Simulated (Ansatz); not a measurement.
**Screening in CsPbCl3 (Pm-3m)**

Aim: the electronic dielectric constant of CsPbCl3 (Pm-3m) by perturbation theory and the RPA step of G0W0.

Main program and level: Ansatz 0.2.0; linear response on PBE, plane waves, PAW.

### Step 1. The starting structure

The structure is cubic, space group Pm-3m (No. 221). The conventional cell has a = 5.605 Å, b = 5.605 Å, c = 5.605 Å, α = 90.00°, β = 90.00°, γ = 90.00°. Cs has 12 Cl at 3.96 Å nearest. Nearest to Pb lie 6 Cl at 2.80 Å. Nearest to Cl lie 2 Pb at 2.80 Å and 4 Cs at 3.96 Å. Farther neighbours and most contacts between anions are not listed.

The cell and positions come from the Crystallography Open Database and are kept as given unless a step says otherwise. Spin-orbit coupling is left out unless a step names it. The default PAW set here is soft_2. Its files were made with PBE.

### Step 2. Response to a homogeneous field

The response to a uniform field gives ε∞, a yardstick for the screening that GW builds on its mesh.

This step: dielectric response by perturbation theory, PBE, plane waves, PAW.

input.yaml reads:

```yaml
crystal:
  lattice:
    - [5.605, 0.0, 0.0]
    - [0.0, 5.605, 0.0]
    - [0.0, 0.0, 5.605]
  atoms:
    - { symbol: Cs, position: [0.0, 0.0, 0.0] }
    - { symbol: Pb, position: [0.5, 0.5, 0.5] }
    - { symbol: Cl, position: [0.5, 0.5, 0.0] }
    - { symbol: Cl, position: [0.0, 0.5, 0.5] }
    - { symbol: Cl, position: [0.5, 0.0, 0.5] }
kpoints:
  mp_grid: { grid: [4, 4, 4] }
hamiltonian:
  xc: pbe
scf:
  occupations: { method: fixed }
dielectric: {}
```

Started as:

```bash
$ ansatz run input.yaml --threads 3 --pin off --max-ram 64512MiB --backend cuda --events-out ev --progress --plain --runs-dir out --devices 1 --max-vram 24GiB  # rebuilt from the run's record
```

Numbers of over 12 decimals in the logs are rounded to 6 here.

What it wrote:

```text
GPUs: using 1 of 1 available (devices: 1).
Engine: ansatz 0.2.0, x86_64-unknown-linux-gnu
Pseudopotentials: kind: paw
Pseudopotential: Cs, paw, valence charge 9, recommended cutoff 420 eV (normal), Cs.paw.azcp
Pseudopotential: Pb, paw, valence charge 14, recommended cutoff 420 eV (normal), Pb.paw.azcp
Pseudopotential: Cl, paw, valence charge 7, recommended cutoff 420 eV (normal), Cl.paw.azcp
Functional definition: PBE
  parameter kappa = 0.804
  parameter beta = 0.066725
  exchange = pbe_x(kappa = kappa, mu = beta*pi^2/3)
  correlation = pbe_c(beta = beta)
device memory: the entry about to start is reckoned to put 1.4 GiB on a device that reports 67.4 GiB free (of which the cap on the GPU budget leaves the run 24.0 GiB)
GPU FFT provider: cuFFT
GPU libraries: cuBLAS 13.8.1, cuFFT 12.4.0, cuSOLVER 12.3.2
Crystal: 5 atoms, lattice volume = 176.087 Å³
Basis set: ecut = 420 eV, 3407 PW (Γ), exchange–correlation on 80×80×80 points (8 copies of the dense FFT grid, shifted against one another)
Bands: 27, of which v1, the nominal top of the filled ones, is band 22 counted from 1 (21 counted from 0)
Symmetry: 48 space group operations
k-points: 18 of 64 (irreducible under 8 space group operations, time reversal used)
Non-local potential: Cs, projectors of the file, l = 0: 3, l = 1: 2, l = 2: 2, l = 3: 2
Non-local potential: Pb, projectors of the file, l = 0: 2, l = 1: 2, l = 2: 2, l = 3: 2
Non-local potential: Cl, projectors of the file, l = 0: 2, l = 1: 2, l = 2: 2
PAW form: soft (Blöchl's): semilocal exchange-correlation on the pseudo side does not see the compensation charge
PAW one-centre angular grid: Cs, 194 points (default); XC on 64 Gauss nodes
PAW one-centre angular grid: Pb, 590 points (default); XC on 64 Gauss nodes
PAW one-centre angular grid: Cl, 110 points (default); XC on 64 Gauss nodes
Initial density: superposition of atomic densities (neutral atoms: chi_scale 0, normalization atom), corrected by the library's trained network
Initial wavefunctions: pseudopotential atomic-orbital guess
GPU buffer pool allocated for 64000 grid points (all kernels)
GPU transforms: local potential and band sums: pruned to the plane-wave sphere, on 40×40×40
Functional: x = pbe(κ = 0.804, μ = 0.219515), c = pbe(β = 0.066725)
SCF iter   1: F=—  HF=-20823.254483 eV  |F-HF|=—  |Δ(HF+E_count)|=         —  Δρ=4.80e-4  dr2=5.50e-4  ethr=1.77e-3  ⟨swp⟩=4.7  Hψ=2113  notcnv=0  defer=45
preconditioner: auto → Resta (q_TF=auto, 2.165 Å⁻¹)  ε∞=2.9  [insulator: Δε(μ)=1.936 eV  Ē_g=13.257 eV  n_scr=26 (ndim 8)  ℏωp=18.1 eV  f_vac=0.062  ε∞_Penn≈2.9]
SCF iter   2: F=—  HF=-20823.254574 eV  |F-HF|=—  |Δ(HF+E_count)|=   9.10e-5  Δρ=2.09e-4  dr2=8.99e-5  ethr=1.25e-6  ⟨swp⟩=2.6  Hψ=1076  notcnv=0  defer=53
SCF iter   3: F=—  HF=-20823.254620 eV  |F-HF|=—  |Δ(HF+E_count)|=   4.61e-5  Δρ=6.08e-5  dr2=4.24e-6  ethr=2.04e-7  ⟨swp⟩=2.1  Hψ=760  notcnv=0  defer=52
SCF iter   4: F=—  HF=-20823.254567 eV  |F-HF|=—  |Δ(HF+E_count)|=   5.27e-5  Δρ=1.57e-5  dr2=6.78e-7  ethr=9.63e-9  ⟨swp⟩=2.0  Hψ=758  notcnv=0  defer=44
SCF iter   5: F=—  HF=-20823.254568 eV  |F-HF|=—  |Δ(HF+E_count)|=   4.91e-7  Δρ=2.73e-6  dr2=1.69e-8  ethr=1.54e-9  ⟨swp⟩=2.4  Hψ=814  notcnv=0  defer=44
SCF iter   6: F=—  HF=-20823.254568 eV  |F-HF|=—  |Δ(HF+E_count)|=   3.86e-8  Δρ=7.66e-7  dr2=1.12e-9  ethr=3.84e-11  ⟨swp⟩=2.2  Hψ=850  notcnv=0  defer=44
SCF iter   7: F=-20823.254568 eV  HF=-20823.254568 eV  |F-HF|=8.73e-11  |Δ(HF+E_count)|=  3.57e-10  Δρ=1.79e-7  dr2=7.22e-11  ethr=1.00e-12  ⟨swp⟩=10.9  Hψ=2484  notcnv=0
SCF 1 converged in 7 iterations: F = -20823.254568 eV  dr2 = 7.22e-11
  greatest PAW one-centre occupation: 0.983 electrons in one spin orbital (limit 2), on the Pb atom at site 1 (counted from 0), in its partial waves of l = 2
the response reads at least the filled bands of the reference SCF and the lowest empty band at each k-point, and that SCF's band table does not vouch for those bands. The notice of the band table in this run's record says why
device memory: the entry about to start is reckoned to put 0.1 GiB on a device that reports 67.4 GiB free (of which the cap on the GPU budget leaves the run 24.0 GiB)
device memory: the entry about to start is reckoned to put 1.5 GiB on a device that reports 67.4 GiB free (of which the cap on the GPU budget leaves the run 24.0 GiB)
DFPT response loops at Γ: preconditioner auto → Resta (q_TF=auto, 2.165 Å⁻¹)  ε∞=5.6 (no band partly filled); β = 1.00, the filter's whole step (`scf.mixing.beta` (0.50) is not read by the response loops at its default; to damp them type it under 1.00, their step now; it binds the ground state too); Broyden in place of MSR1
── the response to a field inside a basis, on 10×10×10 k-points: an SCF that follows is theirs, and a resumed run solves both again ──
device memory: the entry about to start is reckoned to put 0.3 GiB on a device that reports 67.2 GiB free (of which the cap on the GPU budget leaves the run 24.0 GiB)
GPU FFT provider: cuFFT
GPU libraries: cuBLAS 13.8.1, cuFFT 12.4.0, cuSOLVER 12.3.2
Bands: 23, of which v1, the nominal top of the filled ones, is band 22 counted from 1 (21 counted from 0)
k-points: 35 of 1000
Initial density: handed on by an earlier stage of this run
Initial wavefunctions: pseudopotential atomic-orbital guess (no wavefunctions were taken with the density)
GPU buffer pool allocated for 64000 grid points (all kernels)
GPU transforms: band sums: pruned to the plane-wave sphere, on 40×40×40
Eigensolver: Dense (35 Hₖ)
SCF iter   1: F=—  HF=-20823.265948 eV  |F-HF|=—  |Δ(HF+E_count)|=         —  Δρ=3.77e-4  dr2=2.34e-4  ethr=1.00e-1
preconditioner: auto → Resta (q_TF=auto, 2.165 Å⁻¹)  ε∞=3.3  [insulator: Δε(μ)=2.219 eV  Ē_g=11.980 eV  n_scr=26 (ndim 8)  ℏωp=18.1 eV  f_vac=0.062  ε∞_Penn≈3.3]
SCF iter   2: F=—  HF=-20823.265902 eV  |F-HF|=—  |Δ(HF+E_count)|=   4.63e-5  Δρ=1.82e-4  dr2=4.14e-5  ethr=5.33e-7
SCF iter   3: F=—  HF=-20823.265897 eV  |F-HF|=—  |Δ(HF+E_count)|=   4.80e-6  Δρ=3.89e-5  dr2=3.03e-6  ethr=9.40e-8
SCF iter   4: F=—  HF=-20823.265896 eV  |F-HF|=—  |Δ(HF+E_count)|=   2.41e-7  Δρ=6.37e-6  dr2=1.43e-7  ethr=6.88e-9
SCF iter   5: F=-20823.265896 eV  HF=-20823.265896 eV  |F-HF|=1.01e-9  |Δ(HF+E_count)|=   7.35e-9  Δρ=1.74e-6  dr2=9.88e-9  ethr=3.25e-10
SCF 1 converged in 5 iterations: F = -20823.265896 eV  dr2 = 9.88e-9
device memory: the entry about to start is reckoned to put 0.1 GiB (of the 0.1 GiB reckoned in all, the device holds 0.1 GiB already) on a device that reports 68.0 GiB free (of which the cap on the GPU budget leaves the run 23.9 GiB)
device memory: the entry about to start is reckoned to put 2.4 GiB on a device that reports 68.0 GiB free (of which the cap on the GPU budget leaves the run 23.8 GiB)
DFPT response loops at Γ: preconditioner auto → Resta (q_TF=auto, 2.165 Å⁻¹)  ε∞=5.2 (no band partly filled); β = 1.00, the filter's whole step (`scf.mixing.beta` (0.50) is not read by the response loops at its default; to damp them type it under 1.00, their step now; it binds the ground state too); Broyden in place of MSR1
WARN: field response: inside a basis, on 10×10×10 points, no mesh in reach settles it: take ε∞, Z* and everything formed from them with what they may err, as stated (eps_inf_uncertainty, zstar_uncertainty_e), and compare with field_mesh: kpoints on a denser kpoints.mp_grid
SCF converged after 7 iterations
Free energy (F): -20823.254568 eV
Harris-Foulkes:  -20823.254568 eV  (|F-HF|=8.73e-11)
Internal energy: -20823.254568 eV  (E = F + TS)
E sigma→0 (E₀):  -20823.254568 eV
Fermi energy:    4.122136 eV
--- Per-component energies (eV) ---
  E_band       = -234.020664
  E_kinetic    = 913.644588
  E_local      = -2668.271084  (includes V_loc(G=0)·N_el)
  E_nonlocal   = 465.775189
  E_hartree    = 1011.036455
  E_xc         = -718.582102
  E_vxc        = -627.253659  (∫ρ·V_xc dr)
  E_paw        = -17446.658625  (= ΣΔE_a)
  E_vpaw       = -339.988964  (= ΣTr[D̂ρ^β])
  E_aug_tail   = 0.000317  (compensation charges beyond the density's cutoff)
  E_ewald      = -2380.199303
  E_smearing   = -0.000000  (= −TS)
  E_closure    = 0.000000  (closes the sum)
  Σ components = -20823.254568   (vs F -20823.254568, Δ=0.00e0)
--- Band table (eV; the first three rows and the last of 18) ---
  k-point 0: bands = [... 18 lower, 1.4707, 1.5782, 1.5782, 1.5782, 7.4573, 8.3925, 8.3925, 9.3016, ... 1 higher]
  k-point 1: bands = [... 18 lower, 1.4216, 1.5233, 1.5233, 1.6771, 7.9621, 8.7425, 8.7969, 8.9438, ... 1 higher]
  k-point 2: bands = [... 18 lower, 1.3729, 1.4678, 1.4678, 2.4264, 7.1389, 8.7951, 9.3023, 9.4428, ... 1 higher]
  k-point 17: bands = [... 18 lower, 1.8981, 1.8981, 1.8981, 4.1221, 6.0485, 6.0485, 6.0485, 9.2141, ... 1 higher]
--- Dielectric response (ions clamped): 3 representative field directions + reference, inside a basis on a mesh of 1000 k-points (Σ response iterations 12) ---
  ε∞ (high-frequency dielectric tensor):
        3.935175     0.000000     0.000000
        0.000000     3.935175     0.000000
        0.000000     0.000000     3.935175
  Born effective charges Z* (e; rows j = field, columns β = displacement):
    site 0:
         1.31891    0.00000    0.00000
        -0.00000    1.31891    0.00000
         0.00000    0.00000    1.31891
    site 1:
         3.92493   -0.00000    0.00000
        -0.00000    3.92493    0.00000
        -0.00000    0.00000    3.92493
    site 2:
        -0.72797   -0.00000    0.00000
         0.00000   -0.72797    0.00000
         0.00000    0.00000   -3.78790
    site 3:
        -3.78790    0.00000   -0.00000
         0.00000   -0.72797    0.00000
         0.00000    0.00000   -0.72797
    site 4:
        -0.72797    0.00000    0.00000
        -0.00000   -3.78790    0.00000
         0.00000    0.00000   -0.72797
  Z* charge neutrality: 2.153e-3 e pre-enforcement
  solved inside a basis spanned on kpoints, on 10×10×10 k-points, which do not settle them: ε∞ is read to err by 3.4e-2, Z* by 4.5e-2 e (field_mesh: kpoints solves on kpoints); Z* is corrected for what the basis lacks
```

Wall time 16 s (1 × NVIDIA H100 80GB HBM3 (shared by 3 runs) with 3 threads of AMD EPYC 7R13 (Zen 3), shared host); peak memory 1.8 GiB; 23 s of CPU time.

This step gave:

```yaml
stated_error_of_eps_infinity: 0.034
```

One over ε∞ averages 0.25, near the quarter of exact exchange in PBE0.

High-frequency dielectric tensor:

```
3.94 0.00 0.00
0.00 3.94 0.00
0.00 0.00 3.94
```

Born effective charge (e), principal values of the symmetric part by kind of site:

| atom | atoms with these values | low | middle | high | mean |
| --- | --- | --- | --- | --- | --- |
| Cs1 | 1 | 1.32 | 1.32 | 1.32 | 1.32 |
| Pb2 | 1 | 3.92 | 3.92 | 3.92 | 3.92 |
| Cl3 | 3 | -3.79 | -0.73 | -0.73 | -1.75 |

In full for Pb2:

```
3.92 0.00 0.00
0.00 3.92 0.00
0.00 0.00 3.92
```

### Step 3. RPA screening from the G0W0 run

G0W0 replaces the xc potential by the self-energy, built once from these orbitals. Only a window of levels is corrected, while the sums run over the empty bands that the input names.

This step: G0W0 on PBE, plane waves, PAW.

input.yaml, as its differences from that of step 2:

```diff
@@ -17,2 +17,7 @@
   occupations: { method: fixed }
-dielectric: {}
+gw:
+  n_empty_bands: 965
+  ecut_chi: 180.0
+  qp_bands: [v2, c2]
+  qp_kpoints: band_edges
+  screening: { model: contour_deformation }
```

What it wrote:

```text
GPUs: using 1 of 1 available (devices: 1).
[...]
GPU FFT provider: cuFFT
GPU libraries: cuBLAS 13.8.1, cuFFT 12.4.0, cuSOLVER 12.3.2
Crystal: 5 atoms, lattice volume = 176.087 Å³
Basis set: ecut = 420 eV, 3407 PW (Γ)
Bands: 27, of which v1, the nominal top of the filled ones, is band 22 counted from 1 (21 counted from 0)
[... 1 set-up line as in the run before ...]
[...]
k-points: 10 of 64
[...]
8    23      6.3381    -8.3842    -3.4469   -12.2310  0.8002     6.7408     6.7380  root
     8    24      6.3381    -8.3842    -3.4469   -12.2310  0.8002     6.7408     6.7380  root
     9    21      1.8981   -20.9020     2.9684   -16.5297  0.7405     0.4342     0.4943  root
     9    22      4.1221   -20.3994     0.6956   -18.7474  0.7751     3.1492     3.1657  root
     9    23      6.0485    -7.8986    -3.4039   -11.6788  0.8043     6.4271     6.4248  root
     9    24      6.0485    -7.8986    -3.4039   -11.6788  0.8043     6.4271     6.4248  root
[key lines of the parts left out:]
SCF converged after 6 iterations
Free energy (F): -20823.254648 eV
Fermi energy:    4.122120 eV
```

Wall time 20 s (1 × NVIDIA H100 80GB HBM3 (shared by 3 runs) with 3 threads); peak memory 3.5 GiB.

Numbers from this step:

```
bands summed                                 : 987
RPA ε∞ on this mesh (eigenvalues)            : 4.345, 4.345, 4.345
plane waves in the screening matrix          : 949
G0W0 gap on the mesh                         : 3.259 eV
k of the valence top                         : -0.5, -0.5, -0.5
k of the conduction bottom                   : -0.5, -0.5, -0.5
starting gap on the mesh                     : 1.926 eV
least direct G0W0 gap on the computed points : 3.259 eV
```

The gap on the mesh goes from 1.93 eV to 3.26 eV, a correction of +1.33 eV. Between the two edge states, bare exchange in place of the xc potential would open the gap by 5.43 eV, and correlation takes back 4.10 eV.

Mean over the mesh in bins of 0.25 1/Å. Static inverse dielectric function, diagonal against length of q+G:

length of q+G (Å⁻¹), static inverse dielectric function, diagonal and a bar from the least value:
```
     0.28      0.339 
     0.46      0.371 #
     0.74      0.442 #####
     0.99      0.507 ########
     1.24      0.567 ###########
     1.50      0.625 #############
     1.75      0.677 ################
     2.00      0.729 ##################
     2.25      0.772 ####################
     2.50      0.808 ######################
     2.75      0.839 #######################
     3.00      0.862 ########################
     3.24      0.882 #########################
     3.50      0.900 ##########################
     3.75      0.915 ###########################
     4.00      0.928 ###########################
     4.25      0.939 ############################
     4.50      0.949 ############################
     4.76      0.957 ############################
     5.01      0.964 #############################
     5.25      0.970 #############################
     5.50      0.975 #############################
     5.75      0.979 #############################
     6.00      0.983 ##############################
     6.25      0.986 ##############################
     6.50      0.989 ##############################
     6.75      0.991 ##############################
```

### Step 4. The values together

Times are wall times on 1 × NVIDIA H100 80GB HBM3 (shared by 3 runs) with 3 threads of AMD EPYC 7R13 (Zen 3), shared host, good to a factor of about two.

| method | mesh | ε∞, low | middle | high | mean | time |
| --- | --- | --- | --- | --- | --- | --- |
| perturbation theory (local fields and xc kernel) | 4×4×4 (response on 1000 points) | 3.94 | 3.94 | 3.94 | 3.94 | 16 s |
| RPA with local fields, on the GW mesh | 4×4×4 | 4.35 | 4.35 | 4.35 | 4.35 | 20 s |

### Step 5. What came out

| Property | Result |
| --- | --- |
| perturbation theory (local fields and xc kernel) | 3.94, 3.94, 3.94 |
| RPA with local fields, on the GW mesh | 4.35, 4.35, 4.35 |

What this shows: Mean Born effective charge: Cs1 1.32, Pb2 3.92, Cl3 -1.75 e. The RPA values on the 4×4×4 mesh average 1.10 times those of perturbation theory (means 4.35 and 3.94). Without the xc kernel RPA should lie a little lower; it lies higher here. Perturbation theory sums its response on a denser mesh of its own, so the coarser sum of the GW run is the likely cause. Ions are clamped, so the lattice part of the static constant is not in these numbers.

[Paths, hosts, dates, memory and timing lines, banners, echoed tables and standing remarks are left out of the program output.]

[Logs are printed without paths, hosts, clocks, repeated set-up lines and the standing remarks that a program may print on its own settings, such as how far it seeks lower states.]

[Runs of the session that timed out or met a known fault of the program may be left out.]

[Cells called generated may have been cut or substituted from an entry of the Crystallography Open Database or the Materials Project.]

[Hosts, paths, dates, database ids (printed as entryN), source tags and the programs' standing remarks are cut or masked in the printed files.]
